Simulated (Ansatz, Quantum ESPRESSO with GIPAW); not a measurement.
# 19F and 13C NMR of KCdCO3F, calculated

Wanted: NMR shieldings and quadrupolar couplings for each site of KCdCO3F.

Main program and level: Quantum ESPRESSO with GIPAW 8.0dev (patched build); DFT, PBE, plane-wave PAW (pslibrary 1.0.0 recipes), scalar-relativistic, GIPAW; a patched development version of the program.

## (1) The structure

It takes space group P-6c2 (No. 188, hexagonal). Conventional cell: a = 5.135 Å, b = 5.135 Å, c = 8.846 Å, α = 90.00°, β = 90.00°, γ = 120.00°. Nearest to Cd lie 2 F at 2.21 Å and 3 O at 2.27 Å. K has 6 O at 2.81 Å and 3 F at 2.96 Å nearest. Nearest to F lie 2 Cd at 2.21 Å and 3 K at 2.96 Å. Nearest to O lie 1 C at 1.30 Å and 1 Cd at 2.27 Å and 2 K at 2.81 Å. C has 3 O at 1.30 Å nearest. Farther neighbours and most contacts between anions are not listed.

The cell is an entry of the Crystallography Open Database; it need not be the form that is stable at ambient conditions.

This structure had its atoms relaxed beforehand (DFT, PBE, plane-wave PAW (pslibrary 1.0.0 recipes), Quantum ESPRESSO with GIPAW), starting from the database entry, since shieldings follow bond lengths closely.

## (2) The SCF step

GIPAW is a response on top of the ground state, so the wavefunctions come first. Their errors pass straight into the induced current, hence the tight threshold. No empty states are asked for: the response is solved without them. The mesh has a spacing of 0.24 Å⁻¹ at most. The PAW files were made with ld1.x from the pslibrary 1.0.0 recipes, with GIPAW reconstruction switched on (the recipe of F slightly mended, as the packaged one fails to give a sound file).

Contents of scf.in:

```
&control
  calculation = 'scf'
  prefix = 'x'
  outdir = './tmp/'
  pseudo_dir = './'
/
&system
  ibrav = 0
  nat = 14
  ntyp = 5
  ecutwfc = 55
  ecutrho = 640
  nbnd = 50
/
&electrons
  conv_thr = 1.0d-10
  mixing_beta = 0.7
  electron_maxstep = 100
/
ATOMIC_SPECIES
  Cd 112.414 Cd.pbe-n-kjpaw_psl.1.0.0-gipaw.UPF
  K 39.098 K.pbe-spn-kjpaw_psl.1.0.0-gipaw.UPF
  F 18.998 F.pbe-n-kjpaw_psl.1.0.0-gipaw.UPF
  O 15.999 O.pbe-n-kjpaw_psl.1.0.0-gipaw.UPF
  C 12.011 C.pbe-n-kjpaw_psl.1.0.0-gipaw.UPF
CELL_PARAMETERS angstrom
  5.13490000 0.00000000 0.00000000
  -2.56745000 4.44695385 0.00000000
  0.00000000 0.00000000 8.84600000
ATOMIC_POSITIONS crystal
  Cd -0.00000000 0.00000000 0.75000000
  Cd -0.00000000 -0.00000000 0.25000000
  K 0.66666667 0.33333333 0.00000000
  K 0.66666667 0.33333333 0.50000000
  F 0.00000000 0.00000000 0.00000000
  F 0.00000000 0.00000000 0.50000000
  O 0.53517122 0.94963887 0.75000000
  O 0.41446766 0.46482878 0.75000000
  O 0.05036113 0.58553234 0.75000000
  O 0.05036113 0.46482878 0.25000000
  O 0.53517122 0.58553234 0.25000000
  O 0.41446766 0.94963887 0.25000000
  C 0.33333333 0.66666667 0.75000000
  C 0.33333333 0.66666667 0.25000000
K_POINTS automatic
  6 6 3 0 0 0
```

Run with:

```bash
mpirun -np 8 pw.x -nk 8 -in scf.in > scf.out
```

Log:

```text
[...]
as large as its charge; the limit is 4.5
     Functions over the limit replaced by smooth ones with the moment of the charge, as mend_augmentation asks: 1
     This moves results (see INPUT_PW). Waves and levels in the save fit builds from 8.0dev_s219 on
     using ibrav=0 with symmetry is DISCOURAGED, use correct ibrav instead

     bravais-lattice index     =            0
     lattice parameter (alat)  =       9.7036  a.u.
     unit-cell volume          =    1363.1327 (a.u.)^3
     number of atoms/cell      =           14
     number of atomic types    =            5
     number of electrons       =       100.00
     number of Kohn-Sham states=           50
     kinetic-energy cutoff     =      55.0000  Ry
     charge density cutoff     =     640.0000  Ry
     scf convergence threshold =      1.0E-10
     mixing beta               =       0.7000
     number of iterations used =            8  plain     mixing
     Exchange-correlation= SLA-PW-PBX-PBC
                           (   1   4   3   4   0   0   0)
[...]
Cd               12.00   112.41400     Cd( 1.00)
     K                 9.00    39.09800     K ( 1.00)
     F                 7.00    18.99800     F ( 1.00)
     O                 6.00    15.99900     O ( 1.00)
     C                 4.00    12.01100     C ( 1.00)

     12 Sym. Ops. (no inversion) found ( 6 have fractional translation)
[...]
number of k points=    14
[...]
Dense  grid:   372543 G-vectors     FFT dimensions: (  80,  80, 144)

     Smooth grid:    75175 G-vectors     FFT dimensions: (  45,  45,  80)

     Initial potential from superposition of free atoms

     starting charge      99.9525, renormalised to     100.0000
     Starting wfcs are   74 randomized atomic wfcs

     Self-consistent Calculation

     iteration #  1     ecut=    55.00 Ry     beta= 0.70
     Davidson diagonalization with overlap
     ethr =  1.00E-02,  avg # of iterations =  2.0

     total energy              =   -1394.49368729 Ry
     estimated scf accuracy    <       2.30825531 Ry

     iteration #  2     ecut=    55.00 Ry     beta= 0.70
     Davidson diagonalization with overlap
     ethr =  2.31E-03,  avg # of iterations =  6.9

     total energy              =   -1395.57429319 Ry
     estimated scf accuracy    <       2.00402749 Ry

     iteration #  3     ecut=    55.00 Ry     beta= 0.70
     Davidson diagonalization with overlap
     ethr =  2.00E-03,  avg # of iterations =  2.0

     total energy              =   -1395.61329464 Ry
     estimated scf accuracy    <       0.40701078 Ry

[...]
total energy              =   -1395.86923433 Ry
[...]
iteration # 27     ecut=    55.00 Ry     beta= 0.70
     Davidson diagonalization with overlap
     ethr =  1.11E-12,  avg # of iterations =  4.1

     total energy              =   -1395.86923433 Ry
     estimated scf accuracy    <          3.5E-10 Ry

     iteration # 28     ecut=    55.00 Ry     beta= 0.70
     Davidson diagonalization with overlap
     ethr =  3.54E-13,  avg # of iterations =  6.3

     End of self-consistent calculation
     [one-electron energies left out]

!    total energy              =   -1395.86923433 Ry
     total all-electron energy =    -26242.880551 Ry
     estimated scf accuracy    <          2.5E-12 Ry

     The total energy is the sum of the following terms:
     one-electron contribution =    -255.46943334 Ry
     hartree contribution      =     195.09905773 Ry
     xc contribution           =    -141.99415530 Ry
     ewald contribution        =    -419.15808417 Ry
     one-center paw contrib.   =    -774.34661925 Ry

     convergence has been achieved in  28 iterations
[...]
JOB DONE.
```

Wall time 93 s (8 MPI ranks of Intel Xeon 6975P-C (Granite Rapids), shared host); peak memory 3.4 GiB.

It converged in 28 cycles to an estimated accuracy of 2e-12 Ry, on 14 irreducible k-points.

## (3) Magnetic response

A uniform field breaks periodicity, so gipaw.x applies it as a wave of small q and takes the limit. It solves for the first-order states, builds the induced current and gets the field at each nucleus by Biot–Savart; the PAW spheres add what the smooth waves miss near the nuclei. pawproj makes the reconstruction use the PAW data sets' own projectors.

Contents of nmr.in:

```
&inputgipaw
  job = 'nmr'
  prefix = 'x'
  tmp_dir = './tmp/'
  restart_mode = 'from_scratch'
  verbosity = 'low'
  q_gipaw = 0.01
  spline_ps = .true.
  conv_threshold = 1.0d-11
  use_nmr_macroscopic_shape = .false.
  pawproj(1) = .true.
  pawproj(2) = .true.
  pawproj(3) = .true.
  pawproj(4) = .true.
  pawproj(5) = .true.
/
```

Run with:

```bash
mpirun -np 8 gipaw.x -in nmr.in > nmr.out
```

Log:

```text
[banner, memory and clock lines left out]
[a note of our patched build left out]

     Parallelizing q-star over 1 images

     IMPORTANT: XC functional enforced from input :
     Exchange-correlation= PBE
                           (   1   4   3   4   0   0   0)
     Any further DFT definition will be discarded
     Please, verify this is what you really want

     In Cd.pbe-n-kjpaw_psl.1.0.0-gipaw.UPF the largest augmentation function (projectors 1 and 4, L = 1) is 10.7 times
     as large as its charge; the limit is 4.5
     Functions over the limit replaced by smooth ones with the moment of the charge, as in the saved run: 1

[...]
projs nearly linearly dependent: l=0  n1,n2= 1, 2  s=  0.99585241
[...]
WARNING: some symmetry operations do not permute x, y and z, so the susceptibility and the shape term are
     wrong: all shieldings move alike (in wurtzite BN nosym gave 13 and 6 ppm more at 3 and 6 points an axis).
     Run pw.x with nosym, and raise the mesh until the susceptibility stays

     alpha_pv=     55.1380 eV

     spline_ps is .false., expect some extrapolation errors

     q-space interpolation up to    66.00 Rydberg

     GIPAW job: nmr
     NMR macroscopic correction: no
[...]
Computing the magnetic susceptibility     isolve=0    ethr=  0.1000E-10
     Starting from scratch
     k-point #    1 of    14      pool #  1    cpu time:       2.6
[...]
End of magnetic susceptibility calculation

     f-sum rule (1st term):
           -89.9604          0.0000          0.0000
             0.0000        -89.9604         -0.0000
             0.0000          0.0000        -89.9708

     f-sum rule (2nd term):
            -1.9634          0.0000         -0.0000
             0.0000         -1.9634         -0.0000
             0.0000         -0.0000         -1.9526

     f-sum rule (should be   -91.9143):
           -91.9238          0.0000         -0.0000
             0.0000        -91.9238         -0.0000
             0.0000          0.0000        -91.9234

[... susceptibilities left out ...]
     Contributions to the NMR chemical shifts: -------------------------------

     Macroscopic shape contribution in ppm:                    0.00
             0.0000          0.0000          0.0000
             0.0000          0.0000          0.0000
             0.0000          0.0000          0.0000

     Core contribution in ppm:

     Atom  1  Cd  pos: (  0.000000  0.000000  1.292041)  core sigma:        4800.30
     Atom  2  Cd  pos: (  0.000000  0.000000  0.430680)  core sigma:        4800.30
     Atom  3  K   pos: (  0.500000  0.288675  0.000000)  core sigma:        1193.41
     Atom  4  K   pos: (  0.500000  0.288675  0.861360)  core sigma:        1193.41
     Atom  5  F   pos: (  0.000000  0.000000  0.000000)  core sigma:         306.42
     Atom  6  F   pos: (  0.000000  0.000000  0.861360)  core sigma:         306.42
     Atom  7  O   pos: (  0.060352  0.822411  1.292041)  core sigma:         271.07
     Atom  8  O   pos: (  0.182053  0.402554  1.292041)  core sigma:         271.07
     Atom  9  O   pos: ( -0.242405  0.507086  1.292041)  core sigma:         271.07
     Atom 10  O   pos: ( -0.182053  0.402554  0.430680)  core sigma:         271.07
     Atom 11  O   pos: (  0.242405  0.507086  0.430680)  core sigma:         271.07
     Atom 12  O   pos: ( -0.060352  0.822411  0.430680)  core sigma:         271.07
     Atom 13  C   pos: ( -0.000000  0.577350  1.292041)  core sigma:         200.51
     Atom 14  C   pos: ( -0.000000  0.577350  0.430680)  core sigma:         200.51

     Bare contribution in ppm:

     Atom  1  Cd  pos: (  0.000000  0.000000  1.292041)  bare sigma:          75.72
[...]
Atom  2  Cd  pos: (  0.000000  0.000000  0.430680)  bare sigma:          75.72
[...]
Atom  3  K   pos: (  0.500000  0.288675  0.000000)  bare sigma:         121.86
[...]
Atom  4  K   pos: (  0.500000  0.288675  0.861360)  bare sigma:         121.86
[...]
Atom  5  F   pos: (  0.000000  0.000000  0.000000)  bare sigma:         102.94
[...]
Atom  6  F   pos: (  0.000000  0.000000  0.861360)  bare sigma:         102.94
[...]
Atom  7  O   pos: (  0.060352  0.822411  1.292041)  bare sigma:          13.12
[...]
Atom  8  O   pos: (  0.182053  0.402554  1.292041)  bare sigma:          13.12
[...]
Atom  9  O   pos: ( -0.242405  0.507086  1.292041)  bare sigma:          13.12
[...]
Atom 10  O   pos: ( -0.182053  0.402554  0.430680)  bare sigma:          13.12
[...]
Atom 11  O   pos: (  0.242405  0.507086  0.430680)  bare sigma:          13.12
[...]
Atom 12  O   pos: ( -0.060352  0.822411  0.430680)  bare sigma:          13.12
[...]
Atom 13  C   pos: ( -0.000000  0.577350  1.292041)  bare sigma:         -87.04
[...]
Atom 14  C   pos: ( -0.000000  0.577350  0.430680)  bare sigma:         -87.04
[...]
Diamagnetic contribution in ppm:

     Atom  1  Cd  pos: (  0.000000  0.000000  1.292041)  dia sigma:          90.99
[...]
Atom 11  O   pos: (  0.242405  0.507086  0.430680)  para sigma:         -19.87
[...]
Atom 12  O   pos: ( -0.060352  0.822411  0.430680)  para sigma:         -19.87
[...]
Atom 13  C   pos: ( -0.000000  0.577350  1.292041)  para sigma:        -104.73
[...]
Atom 14  C   pos: ( -0.000000  0.577350  0.430680)  para sigma:        -104.73
[...]
Paramagnetic US occ-occ contribution in ppm:

     Atom  1  Cd  pos: (  0.000000  0.000000  1.292041)  para_oo sigma:          -7.58
[...]
Atom  2  Cd  pos: (  0.000000  0.000000  0.430680)  para_oo sigma:          -7.58
[...]
Atom  3  K   pos: (  0.500000  0.288675  0.000000)  para_oo sigma:          -0.58
[...]
Atom  4  K   pos: (  0.500000  0.288675  0.861360)  para_oo sigma:          -0.58
[...]
Atom  5  F   pos: (  0.000000  0.000000  0.000000)  para_oo sigma:          -3.21
[...]
Atom  6  F   pos: (  0.000000  0.000000  0.861360)  para_oo sigma:          -3.21
[...]
Atom  7  O   pos: (  0.060352  0.822411  1.292041)  para_oo sigma:          -2.59
[...]
Atom  8  O   pos: (  0.182053  0.402554  1.292041)  para_oo sigma:          -2.59
[...]
Atom  9  O   pos: ( -0.242405  0.507086  1.292041)  para_oo sigma:          -2.59
[...]
Atom 10  O   pos: ( -0.182053  0.402554  0.430680)  para_oo sigma:          -2.59
[...]
Atom 11  O   pos: (  0.242405  0.507086  0.430680)  para_oo sigma:          -2.59
[...]
Atom 12  O   pos: ( -0.060352  0.822411  0.430680)  para_oo sigma:          -2.59
[...]
Atom 13  C   pos: ( -0.000000  0.577350  1.292041)  para_oo sigma:          -0.51
[...]
Atom 14  C   pos: ( -0.000000  0.577350  0.430680)  para_oo sigma:          -0.51
[...]
Paramagnetic US L_R Q_R contribution in ppm:

     Atom  1  Cd  pos: (  0.000000  0.000000  1.292041)  para_lq sigma:       -2609.13
[...]
Atom  2  Cd  pos: (  0.000000  0.000000  0.430680)  para_lq sigma:       -2609.13
[...]
Atom  3  K   pos: (  0.500000  0.288675  0.000000)  para_lq sigma:         107.79
[...]
Atom  4  K   pos: (  0.500000  0.288675  0.861360)  para_lq sigma:         107.79
[...]
Atom  5  F   pos: (  0.000000  0.000000  0.000000)  para_lq sigma:        -329.04
[...]
Atom  6  F   pos: (  0.000000  0.000000  0.861360)  para_lq sigma:        -329.04
[...]
Atom  7  O   pos: (  0.060352  0.822411  1.292041)  para_lq sigma:        -217.38
[...]
Atom  8  O   pos: (  0.182053  0.402554  1.292041)  para_lq sigma:        -217.38
[...]
Atom  9  O   pos: ( -0.242405  0.507086  1.292041)  para_lq sigma:        -217.38
[...]
Atom 10  O   pos: ( -0.182053  0.402554  0.430680)  para_lq sigma:        -217.38
[...]
Atom 11  O   pos: (  0.242405  0.507086  0.430680)  para_lq sigma:        -217.38
[...]
Atom 12  O   pos: ( -0.060352  0.822411  0.430680)  para_lq sigma:        -217.38
[...]
Atom 13  C   pos: ( -0.000000  0.577350  1.292041)  para_lq sigma:         -24.71
[...]
Atom 14  C   pos: ( -0.000000  0.577350  0.430680)  para_lq sigma:         -24.71
[...]
Total NMR chemical shifts in ppm: ---------------------------------------
     (adopting the Simpson convention for anisotropy and asymmetry)-----------

     Atom  1  Cd  pos: (  0.000000  0.000000  1.292041)  Total sigma:        3833.42
          3776.1135        -25.8673         -0.0000
            25.8673       3776.1135         -0.0000
            -0.0000          0.0000       3948.0348

     Cd      1    anisotropy:    171.92    eta:    0.0000
[...]
Atom  2  Cd  pos: (  0.000000  0.000000  0.430680)  Total sigma:        3833.42
[... its tensor is left out ...]
     Atom  3  K   pos: (  0.500000  0.288675  0.000000)  Total sigma:        1203.68
          1197.7950         -0.0000         -0.0000
            -0.0000       1197.7950         -0.0000
            -0.0000         -0.0000       1215.4526

     K       3    anisotropy:     17.66    eta:    0.0000
[...]
Atom  4  K   pos: (  0.500000  0.288675  0.861360)  Total sigma:        1203.68
[... its tensor is left out ...]
     Atom  5  F   pos: (  0.000000  0.000000  0.000000)  Total sigma:         364.90
           352.7155          0.0000          0.0000
             0.0000        352.7155          0.0000
             0.0000          0.0000        389.2559

     F       5    anisotropy:     36.54    eta:    0.0000
[...]
Atom  6  F   pos: (  0.000000  0.000000  0.861360)  Total sigma:         364.90
[... its tensor is left out ...]
     Atom  7  O   pos: (  0.060352  0.822411  1.292041)  Total sigma:          61.75
           -34.4186         23.2200          0.0000
            32.9022         99.1460          0.0000
            -0.0000          0.0000        120.5314

     O       7    anisotropy:   -152.74    eta:    0.1545
[...]
Atom  8  O   pos: (  0.182053  0.402554  1.292041)  Total sigma:          61.75
[... its tensor is left out ...]
     Atom  9  O   pos: ( -0.242405  0.507086  1.292041)  Total sigma:          61.75
[... its tensor is left out ...]
     Atom 10  O   pos: ( -0.182053  0.402554  0.430680)  Total sigma:          61.75
[... its tensor is left out ...]
     Atom 11  O   pos: (  0.242405  0.507086  0.430680)  Total sigma:          61.75
[... its tensor is left out ...]
     Atom 12  O   pos: ( -0.060352  0.822411  0.430680)  Total sigma:          61.75
[... its tensor is left out ...]
     Atom 13  C   pos: ( -0.000000  0.577350  1.292041)  Total sigma:         -12.18
           -35.7126          6.0558          0.0000
            -6.0558        -35.7126          0.0000
             0.0000          0.0000         34.8753

     C      13    anisotropy:     70.59    eta:    0.0000
[...]
Atom 14  C   pos: ( -0.000000  0.577350  0.430680)  Total sigma:         -12.18
[... its tensor is left out ...]
```

Run time: 8.1 min. Hardware: 8 MPI ranks; peak memory 2.1 GiB; 65 min of CPU time.

The f-sum rule is met to 0.0095 of 91.9 (0.01 %). Converged shieldings require that this miss be small, but a small miss does not prove them. gipaw.x warns that with these symmetry operations the susceptibility and the shape term are unreliable; the other terms are not touched. This build smooths some augmentation functions of the files as it reads them, which, it says, moves results; by how much was not measured here.

From the symmetric part of each tensor, with principal values σ11 ≤ σ22 ≤ σ33: σ_iso is their mean, the span is σ33 − σ11 and the skew 3(σ_iso − σ22)/span. (gipaw.x prints an anisotropy in another convention.)

| site | atom no. | atoms in cell | σ_iso (ppm) | span (ppm) | skew |
| --- | --- | --- | --- | --- | --- |
| Cd | 1 | 2 | 3833 | 172 | 1.00 |
| K | 3 | 2 | 1203.7 | 17.7 | 1.00 |
| F | 5 | 2 | 364.9 | 36.5 | 1.00 |
| O | 7 | 6 | 61.8 | 160.6 | -0.80 |
| C | 13 | 2 | -12.2 | 70.6 | 1.00 |

The macroscopic shape term is switched off. For a spherical sample the valence susceptibility of this run would add about 8 ppm to every site, a rough estimate, since the susceptibility converges slowly and lacks part of the PAW terms, above all in hexagonal and trigonal cells. Differences within the crystal don't depend on it, but shieldings of different compounds can't be compared to better than a few ppm without it.

An axis of order three or more runs through Cd, K, F and C, so two principal values coincide and the skew is ±1. In this run the largest span among the lighter atoms is that of O (site symmetry m), with principal values -40.1, 104.8 and 120.5 ppm. On O the middle shielded direction lies along its short bond to C.

How the isotropic values are made up (ppm). The core part is that of the free atom's core; bare is the current of the smooth valence states; the last two are what the PAW spheres add to the diamagnetic and the paramagnetic current:

| site | core | bare | reconstruction, dia | reconstruction, para |
| --- | --- | --- | --- | --- |
| Cd | 4800.3 | 75.7 | 91.0 | -1133.6 |
| K | 1193.4 | 121.9 | -4.1 | -107.5 |
| F | 306.4 | 102.9 | 42.8 | -87.3 |
| O | 271.1 | 13.1 | 17.4 | -239.8 |
| C | 200.5 | -87.0 | 4.3 | -130.0 |

[end of part 1 of 2]

[Banner, clock, file and message-heading lines were taken out of the pw.x and gipaw.x logs.]

[Logs are printed without paths, hosts, clocks, repeated set-up lines and the standing remarks that a program may print on its own settings, such as how far it seeks lower states.]

[Hosts, paths, dates, database ids (printed as entryN), source tags and the programs' standing remarks are cut or masked in the printed files.]

[Where no reference line passes its bar on scatter, no shift is given, so a measured shift of this compound may stand uncompared.]
